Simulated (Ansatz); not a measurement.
# Rh wire along [110], 37 atoms a period: bands along the axis

What gap, if any, does the Rh wire along [110], 37 atoms a period have, and how many channels would it open?

Main program and level: Ansatz 0.2.0; DFT PBE, plane waves, PAW; relaxation of a wire's period; PAW set soft_1, in the first sound run; inputs show where later runs differ.

### Step 1. Starting point

The cell holds 37 atoms: 37 Rh. Cell: a = 22.120 Å, b = 20.341 Å, c = 2.708 Å, α = 90.0°, β = 90.0°, γ = 90.0°. Vacuum lies along a and b. The structure's axis is c.

### Step 2. Relaxation of atoms and period

Band widths follow the bond lengths, so the wire is relaxed first. The atoms and the third cell vector are free; the box across stays fixed as vacuum. A Fermi-Dirac smearing is set since the result may be a metal. The pressure printed is a third of the stress's trace over the whole box, vacuum included; only the stress along the axis is relaxed.

Input file input.yaml:

```yaml
crystal:
  lattice:
    - [22.12, 0.0, 0.0]
    - [0.0, 20.341, 0.0]
    - [0.0, 0.0, 2.7082189719]
  atoms:
    - { symbol: Rh, position: [0.153707052, 0.500002332, 0.0] }
    - { symbol: Rh, position: [0.326853526, 0.366861435, 0.0] }
    - { symbol: Rh, position: [0.326853526, 0.233720539, 0.0] }
    - { symbol: Rh, position: [0.326853526, 0.500002332, 0.0] }
    - { symbol: Rh, position: [0.5, 0.366861435, 0.0] }
    - { symbol: Rh, position: [0.5, 0.233720539, 0.0] }
    - { symbol: Rh, position: [0.5, 0.500002332, 0.0] }
    - { symbol: Rh, position: [0.673146474, 0.366861435, 0.0] }
    - { symbol: Rh, position: [0.673146474, 0.233720539, 0.0] }
    - { symbol: Rh, position: [0.673146474, 0.500002332, 0.0] }
    - { symbol: Rh, position: [0.846292948, 0.500002332, 0.0] }
    - { symbol: Rh, position: [0.240280289, 0.300290987, 0.5] }
    - { symbol: Rh, position: [0.240280289, 0.433431884, 0.5] }
    - { symbol: Rh, position: [0.240280289, 0.56657278, 0.5] }
    - { symbol: Rh, position: [0.240280289, 0.699713676, 0.5] }
    - { symbol: Rh, position: [0.413426763, 0.167150091, 0.5] }
    - { symbol: Rh, position: [0.413426763, 0.300290987, 0.5] }
    - { symbol: Rh, position: [0.413426763, 0.433431884, 0.5] }
    - { symbol: Rh, position: [0.413426763, 0.56657278, 0.5] }
    - { symbol: Rh, position: [0.413426763, 0.699713676, 0.5] }
    - { symbol: Rh, position: [0.413426763, 0.832854573, 0.5] }
    - { symbol: Rh, position: [0.586573237, 0.167150091, 0.5] }
    - { symbol: Rh, position: [0.586573237, 0.300290987, 0.5] }
    - { symbol: Rh, position: [0.586573237, 0.433431884, 0.5] }
    - { symbol: Rh, position: [0.586573237, 0.56657278, 0.5] }
    - { symbol: Rh, position: [0.586573237, 0.699713676, 0.5] }
    - { symbol: Rh, position: [0.586573237, 0.832854573, 0.5] }
    - { symbol: Rh, position: [0.759719711, 0.300290987, 0.5] }
    - { symbol: Rh, position: [0.759719711, 0.433431884, 0.5] }
    - { symbol: Rh, position: [0.759719711, 0.56657278, 0.5] }
    - { symbol: Rh, position: [0.759719711, 0.699713676, 0.5] }
    - { symbol: Rh, position: [0.326853526, 0.633143228, 0.0] }
    - { symbol: Rh, position: [0.326853526, 0.766284124, 0.0] }
    - { symbol: Rh, position: [0.5, 0.633143228, 0.0] }
    - { symbol: Rh, position: [0.5, 0.766284124, 0.0] }
    - { symbol: Rh, position: [0.673146474, 0.633143228, 0.0] }
    - { symbol: Rh, position: [0.673146474, 0.766284124, 0.0] }
kpoints:
  mp_grid: { grid: [1, 1, 30] }
scf:
  occupations: { method: fermi_dirac, width: 0.05 }
hamiltonian:
  xc: pbe
  pseudopotentials: { kind: paw, azcp: { folder: soft_1 } }
relax:
  cell: { fix: [a, b, alpha, beta, gamma] }
  max_steps: 45
  f_tol: 0.03
```

The run is started by

```bash
ansatz run input.yaml --threads 16 --pin off --max-ram 61440MiB --backend cuda --events-out ev --progress --plain --runs-dir out --max-vram 78GiB
```

Numbers of over 12 decimals in the logs are rounded to 6 here.

Output:

```text
Engine: ansatz 0.2.0, aarch64-unknown-linux-gnu
Pseudopotentials: kind: paw
Pseudopotential: Rh, paw, valence charge 17, recommended cutoff 420 eV (normal), soft_1/Rh.paw.azcp
Functional definition: PBE
  parameter kappa = 0.804
  parameter beta = 0.066725
  exchange = pbe_x(kappa = kappa, mu = beta*pi^2/3)
  correlation = pbe_c(beta = beta)
[...]
Crystal: 37 atoms, lattice volume = 1218.544 Å³
Basis set: ecut = 420 eV, 23923 PW (Γ), exchange–correlation on 300×288×40 points (8 copies of the dense FFT grid, shifted against one another)
Bands: 378, of which v1, the nominal top of the filled ones, is band 315 counted from 1 (314 counted from 0)
Symmetry: 8 space group operations
Space group: Pmmm (ITA 47), of the structure as read, at distance tolerance 1.1e-4 Å
k-points: 16 of 30
Non-local potential: Rh, projectors of the file, l = 0: 3, l = 1: 2, l = 2: 2, l = 3: 1
PAW form: soft (Blöchl's): semilocal exchange-correlation on the pseudo side does not see the compensation charge
PAW one-centre angular grid: Rh, 590 points (default); XC on 64 Gauss nodes
Initial density: superposition of atomic densities (neutral atoms: chi_scale 0, normalization atom)
Initial wavefunctions: pseudopotential atomic-orbital guess
[...]
Functional: x = pbe(κ = 0.804, μ = 0.219515), c = pbe(β = 0.066725)
SCF iter   1: F=—  HF=-236904.494576 eV  |F-HF|=—  |Δ(HF+E_count)|=         —  Δρ=6.43e-2  dr2=7.43e1  ethr=3.10e-3  ⟨swp⟩=7.1  Hψ=22292  notcnv=0  defer=271
preconditioner: auto → LDOS  [metal: Δε(μ)=0.003 eV  Ē_g=5.239 eV  σ=0.050 eV  W_gap=0.02  n_scr=252 (ndim 8)  ℏωp=19.4 eV  f_vac=0.492  D(μ)=60.13/eV (n_scr^D=580)  β→1.0]
SCF iter   2: F=—  HF=-236914.616610 eV  |F-HF|=—  |Δ(HF+E_count)|=    1.01e1  Δρ=8.12e-2  dr2=9.65e1  ethr=3.10e-3  ⟨swp⟩=3.3  Hψ=15907  notcnv=0  defer=386
[...]
SCF iter  13: F=-236887.792660 eV  HF=-236887.792660 eV  |F-HF|=4.54e-9  |Δ(HF+E_count)|=   3.67e-8  Δρ=6.38e-7  dr2=9.98e-9  ethr=1.59e-11  ⟨swp⟩=3.4  Hψ=13888  notcnv=0
SCF 1 converged in 13 iterations: F = -236887.792660 eV  dr2 = 9.98e-9
  greatest PAW one-centre occupation: 1.000 electrons in one spin orbital (limit 2), on the Rh atom at site 6 (counted from 0), in its partial waves of l = 0
relax step   1: F+E_penalty+E_count = -236887.79265963 eV  Δ(F+E_penalty+E_count) = +0.000e0 eV  max|allowed force component| = 1.465e0 eV/Å  Δτ_max = 0.0000 Å  P = -3.548 GPa  Ω = 1218.544 Å³  fix = [a, b, alpha, beta, gamma]  reactions: a -3.442, b -3.275 GPa  (13 SCF iters, dr2 threshold 1.00e-7 eV, accepted)
[...]
Crystal: 37 atoms, lattice volume = 1190.133 Å³
Basis set: ecut = 420 eV, 23335 PW (Γ), exchange–correlation on 300×288×40 points (8 copies of the dense FFT grid, shifted against one another)
[...]
iter 1 solved again at ethr=2.84e-3 eV; its pass at ethr=3.10e-3 eV (dr2=1.79e1 eV) is discarded
SCF iter   1: F=—  HF=-236889.237704 eV  |F-HF|=—  |Δ(HF+E_count)|=         —  Δρ=1.93e-2  dr2=1.78e1  ethr=2.84e-3  ⟨swp⟩=2.9  Hψ=29921  notcnv=0
preconditioner: auto → LDOS  [metal: Δε(μ)=0.005 eV  Ē_g=5.337 eV  σ=0.050 eV  W_gap=0.03  n_scr=232 (ndim 8)  ℏωp=19.6 eV  f_vac=0.510  D(μ)=58.54/eV (n_scr^D=544)  β→1.0]
SCF iter   2: F=—  HF=-236888.850376 eV  |F-HF|=—  |Δ(HF+E_count)|=   3.87e-1  Δρ=7.85e-3  dr2=9.90e-1  ethr=2.84e-3  ⟨swp⟩=2.1  Hψ=6794  notcnv=0
[...]
SCF iter   9: F=-236888.796486 eV  HF=-236888.796486 eV  |F-HF|=2.57e-7  |Δ(HF+E_count)|=   1.26e-6  Δρ=4.26e-6  dr2=6.44e-7  ethr=5.88e-10  ⟨swp⟩=4.2  Hψ=17149  notcnv=0
SCF 2 converged in 9 iterations: F = -236888.796486 eV  dr2 = 6.44e-7
  greatest PAW one-centre occupation: 1.000 electrons in one spin orbital (limit 2), on the Rh atom at site 35 (counted from 0), in its partial waves of l = 0
relax step   2: F+E_penalty+E_count = -236888.79648573 eV  Δ(F+E_penalty+E_count) = -1.004e0 eV  max|allowed force component| = 4.614e-1 eV/Å  Δτ_max = 0.1948 Å  P = +1.600 GPa  Ω = 1190.133 Å³  energy of the carried Pulay correction = +7.865e-3 eV  fix = [a, b, alpha, beta, gamma]  reactions: a +1.065, b +0.984 GPa  (9 SCF iters, dr2 threshold 3.70e-6 eV, accepted)
[...]
Crystal: 37 atoms, lattice volume = 1204.741 Å³
[...]
iter 1 solved again at ethr=3.92e-5 eV; its pass at ethr=3.10e-3 eV (dr2=2.46e-1 eV) is discarded
[...]
SCF 3 converged in 7 iterations: F = -236888.989968 eV  dr2 = 1.07e-6
[...]
SCF 4 converged in 7 iterations: F = -236888.999557 eV  dr2 = 3.68e-7
[...]
SCF 5 converged in 7 iterations: F = -236889.000829 eV  dr2 = 4.27e-8
[...]
SCF 6 converged in 6 iterations: F = -236888.996412 eV  dr2 = 3.42e-10
[...]
SCF converged after 6 iterations
[...]
--- Relaxed structure (5 steps of the walk, 5 accepted, 1 SCFs on fresh bases) ---
  F+E_penalty+E_count = -236888.99641176 eV   max|allowed force component| = 1.180e-2 eV/Å   (the final SCF, on the basis selected at the relaxed cell)
  cell:  # Å, volume = 1204.6286 Å³
    - [22.12, 0.0, 0.0]
    - [0.0, 20.341, 0.0]
    - [0.0, 0.0, 2.677292]
  atoms:
    - { symbol: Rh, position: [0.162942, 0.5, 0.0] }
    - { symbol: Rh, position: [0.326135, 0.368713, 0.0] }
    - { symbol: Rh, position: [0.328496, 0.236280, 0.0] }
    - { symbol: Rh, position: [0.325899, 0.5, 0.0] }
    - { symbol: Rh, position: [0.5, 0.368811, 0.0] }
    - { symbol: Rh, position: [0.5, 0.231295, 0.0] }
    - { symbol: Rh, position: [0.5, 0.5, 0.0] }
    - { symbol: Rh, position: [0.673865, 0.368713, 0.0] }
    - { symbol: Rh, position: [0.671504, 0.236280, 0.0] }
    - { symbol: Rh, position: [0.674101, 0.5, 0.0] }
    - { symbol: Rh, position: [0.837058, 0.5, 0.0] }
    - { symbol: Rh, position: [0.245848, 0.300277, 0.5] }
    - { symbol: Rh, position: [0.238684, 0.430699, 0.5] }
    - { symbol: Rh, position: [0.238684, 0.569301, 0.5] }
    - { symbol: Rh, position: [0.245848, 0.699723, 0.5] }
    - { symbol: Rh, position: [0.412411, 0.173531, 0.5] }
    - { symbol: Rh, position: [0.415509, 0.301174, 0.5] }
    - { symbol: Rh, position: [0.411917, 0.432777, 0.5] }
    - { symbol: Rh, position: [0.411917, 0.567223, 0.5] }
    - { symbol: Rh, position: [0.415509, 0.698826, 0.5] }
    - { symbol: Rh, position: [0.412411, 0.826469, 0.5] }
    - { symbol: Rh, position: [0.587589, 0.173531, 0.5] }
    - { symbol: Rh, position: [0.584491, 0.301174, 0.5] }
    - { symbol: Rh, position: [0.588083, 0.432777, 0.5] }
    - { symbol: Rh, position: [0.588083, 0.567223, 0.5] }
    - { symbol: Rh, position: [0.584491, 0.698826, 0.5] }
    - { symbol: Rh, position: [0.587589, 0.826469, 0.5] }
    - { symbol: Rh, position: [0.754152, 0.300277, 0.5] }
    - { symbol: Rh, position: [0.761316, 0.430699, 0.5] }
    - { symbol: Rh, position: [0.761316, 0.569301, 0.5] }
    - { symbol: Rh, position: [0.754152, 0.699723, 0.5] }
    - { symbol: Rh, position: [0.326135, 0.631287, 0.0] }
    - { symbol: Rh, position: [0.328496, 0.763720, 0.0] }
    - { symbol: Rh, position: [0.5, 0.631189, 0.0] }
    - { symbol: Rh, position: [0.5, 0.768705, 0.0] }
    - { symbol: Rh, position: [0.673865, 0.631287, 0.0] }
    - { symbol: Rh, position: [0.671504, 0.763720, 0.0] }
```

It took 17 s on 1 × NVIDIA GB200 with 16 threads of Arm Neoverse V2, shared host; peak memory 1.6 GiB.

The steps of the relaxation:

| step | energy less that of the first step (eV) | largest force component (eV/Å) | pressure (GPa) | volume (Å³) |
| --- | --- | --- | --- | --- |
| 1 | 0.0000 | 1.4652 | -3.55 | 1218.54 |
| 2 | -1.0038 | 0.4614 | 1.60 | 1190.13 |
| 3 | -1.1973 | 0.1547 | -0.10 | 1204.74 |
| 4 | -1.2069 | 0.0348 | -0.02 | 1204.94 |
| 5 | -1.2082 | 0.0120 | -0.01 | 1204.63 |
| 6 | -1.2038 | 0.0118 | 0.00 | 1204.63 |

The log counts 1 steps on a newly chosen plane-wave basis, not all of them marked here; energy and pressure can jump at such steps.

The run keeps the 8 symmetry operations that it works with, so distortions that break them were not tested.

```
cell as run  before  after  change
      c (Å)   2.708  2.677  -1.1 %
```

The atoms that moved most (Å, along periodic axes as changes of fractional coordinates times the final cell, across vacuum about the mean position):

```csv
atom,dx,dy,dz,length
Rh1,0.204,0.000,0.000,0.204
Rh11,-0.204,0.000,0.000,0.204
Rh21,-0.022,-0.130,0.000,0.132
Rh27,0.022,-0.130,0.000,0.132
Rh16,-0.022,0.130,0.000,0.132
Rh22,0.022,0.130,0.000,0.132
Rh15,0.123,0.000,0.000,0.123
Rh31,-0.123,0.000,0.000,0.123
```

This step gave:

```
energy at zero smearing    : -236888.7561 eV
cell length along the wire : 2.677 Å
```

The cell's length comes to 2.677 Å with spin left out.

### Step 3. The perfect wire

This step: DFT PBE, plane waves, PAW; bands of a perfect wire; PAW set soft_1 (Ansatz 0.2.0).

At the relaxed period the bands are computed along the axis; those that cross an energy going forward count the channels that a perfect wire would open there.

Input file input.yaml:

```yaml
crystal:
  lattice:
    - [22.12, 0.0, 0.0]
    - [0.0, 20.341, 0.0]
    - [0.0, 0.0, 2.677292135]
  atoms:
    - { symbol: Rh, position: [0.16294206, 0.5, 0.0] }
    - { symbol: Rh, position: [0.326134856, 0.368712626, 0.0] }
    - { symbol: Rh, position: [0.328495965, 0.236279527, 0.0] }
    - { symbol: Rh, position: [0.325899138, 0.5, 0.0] }
    - { symbol: Rh, position: [0.5, 0.368811499, 0.0] }
    - { symbol: Rh, position: [0.5, 0.231295454, 0.0] }
    - { symbol: Rh, position: [0.5, 0.5, 0.0] }
    - { symbol: Rh, position: [0.673865144, 0.368712626, 0.0] }
    - { symbol: Rh, position: [0.671504035, 0.236279527, 0.0] }
    - { symbol: Rh, position: [0.674100862, 0.5, 0.0] }
    - { symbol: Rh, position: [0.83705794, 0.5, 0.0] }
    - { symbol: Rh, position: [0.245847977, 0.300276592, 0.5] }
    - { symbol: Rh, position: [0.238684434, 0.430698948, 0.5] }
    - { symbol: Rh, position: [0.238684434, 0.569301052, 0.5] }
    - { symbol: Rh, position: [0.245847977, 0.699723408, 0.5] }
    - { symbol: Rh, position: [0.412410886, 0.173531275, 0.5] }
    - { symbol: Rh, position: [0.415509142, 0.301173518, 0.5] }
    - { symbol: Rh, position: [0.411916931, 0.432776707, 0.5] }
    - { symbol: Rh, position: [0.411916931, 0.567223293, 0.5] }
    - { symbol: Rh, position: [0.415509142, 0.698826482, 0.5] }
    - { symbol: Rh, position: [0.412410886, 0.826468725, 0.5] }
    - { symbol: Rh, position: [0.587589114, 0.173531275, 0.5] }
    - { symbol: Rh, position: [0.584490858, 0.301173518, 0.5] }
    - { symbol: Rh, position: [0.588083069, 0.432776707, 0.5] }
    - { symbol: Rh, position: [0.588083069, 0.567223293, 0.5] }
    - { symbol: Rh, position: [0.584490858, 0.698826482, 0.5] }
    - { symbol: Rh, position: [0.587589114, 0.826468725, 0.5] }
    - { symbol: Rh, position: [0.754152023, 0.300276592, 0.5] }
    - { symbol: Rh, position: [0.761315566, 0.430698948, 0.5] }
    - { symbol: Rh, position: [0.761315566, 0.569301052, 0.5] }
    - { symbol: Rh, position: [0.754152023, 0.699723408, 0.5] }
    - { symbol: Rh, position: [0.326134856, 0.631287374, 0.0] }
    - { symbol: Rh, position: [0.328495965, 0.763720473, 0.0] }
    - { symbol: Rh, position: [0.5, 0.631188501, 0.0] }
    - { symbol: Rh, position: [0.5, 0.768704546, 0.0] }
    - { symbol: Rh, position: [0.673865144, 0.631287374, 0.0] }
    - { symbol: Rh, position: [0.671504035, 0.763720473, 0.0] }
kpoints:
  mp_grid: { grid: [1, 1, 30] }
  band_path: { path: ["Γ", Z], npoints: 90 }
scf:
  occupations: { method: fermi_dirac, width: 0.05 }
hamiltonian:
  xc: pbe
  pseudopotentials: { kind: paw, azcp: { folder: soft_1 } }
output:
  dos: { e_range: [-5, 4] }
  write_potential: true
  write_density: true
  volumetric_format: npy
```

Output:

```text
[...]
Crystal: 37 atoms, lattice volume = 1204.629 Å³
Basis set: ecut = 420 eV, 23695 PW (Γ)
Bands: 378, of which v1, the nominal top of the filled ones, is band 315 counted from 1 (314 counted from 0)
[... 1 set-up line as in the run before ...]
[...]
k-points: 16 of 30
[...]
SCF iter   1: F=—  HF=-236905.704829 eV  |F-HF|=—  |Δ(HF+E_count)|=         —  Δρ=6.51e-2  dr2=7.68e1  ethr=3.10e-3  ⟨swp⟩=7.2  Hψ=22911  notcnv=0  defer=255
[...]
SCF iter   6: F=—  HF=-236888.998843 eV  |F-HF|=—  |Δ(HF+E_count)|=   4.31e-4  Δρ=3.21e-4  dr2=3.13e-3  ethr=4.23e-6  ⟨swp⟩=3.0  Hψ=11945  notcnv=0  defer=427
[...]
SCF iter  10: F=—  HF=-236888.996583 eV  |F-HF|=—  |Δ(HF+E_count)|=   5.79e-3  Δρ=1.16e-5  dr2=3.26e-6  ethr=7.45e-9  ⟨swp⟩=2.1  Hψ=8608  notcnv=0  defer=427
[...]
SCF iter  12: F=-236888.996584 eV  HF=-236888.996584 eV  |F-HF|=1.97e-8  |Δ(HF+E_count)|=   1.74e-7  Δρ=1.92e-6  dr2=9.97e-8  ethr=1.59e-11  ⟨swp⟩=13.3  Hψ=20175  notcnv=0
SCF 1 converged in 12 iterations: F = -236888.996584 eV  dr2 = 9.97e-8
[...]
NSCF: frozen V_eff on 91 k-points
[...]
SCF converged after 12 iterations
[...]
```

Run time: 17 s. Hardware: 1 × NVIDIA GB200 with 16 threads; peak memory 3.8 GiB.

The column dr2 measures how far the density is from self-consistency, as an energy; F and HF (Harris–Foulkes) agree once it is small.

Numbers from this step:

| Property | Result |
| --- | --- |
| energy at zero smearing | -236888.7563 eV |
| band gap on the path through both edges | 0 eV |

The electronic bands at the labelled points (eV, zero at the Fermi level; # counts the bands kept):

| point | #46 | #47 | #48 | #49 | #50 | #51 | #52 | #53 |
| --- | --- | --- | --- | --- | --- | --- | --- | --- |
| Γ | -0.13 | -0.10 | -0.07 | -0.06 | -0.03 | 0.02 | 0.12 | 0.13 |
| halfway | -0.17 | -0.12 | -0.11 | -0.05 | -0.04 | 0.08 | 0.14 | 0.14 |
| Z | 0.63 | 0.64 | 0.65 | 0.67 | 0.68 | 0.70 | 0.74 | 0.75 |

Between Γ and Z the bands cross the Fermi level 38 times, so a perfect wire would conduct at least 38 G₀, with spin left out.

### Step 4. Summary of results

```json
{
  "cell length, PBE": "2.677 Å",
  "ballistic conductance by band crossings, a lower bound, PBE": "38 G₀"
}
```

What this shows: Under PBE the cell's length is 2.68 Å, and the bands cross the Fermi level 38 times between Γ and Z, which gives a perfect wire at least 38 G₀ (opposite crossings within one step of the path cancel in such a count). No spin was allowed, though thin wires with open d shells can turn magnetic.

[Logs are printed without paths, hosts, clocks, repeated set-up lines and the standing remarks that a program may print on its own settings, such as how far it seeks lower states.]

[Hosts, paths, dates, database ids (printed as entryN), source tags and the programs' standing remarks are cut or masked in the printed files.]
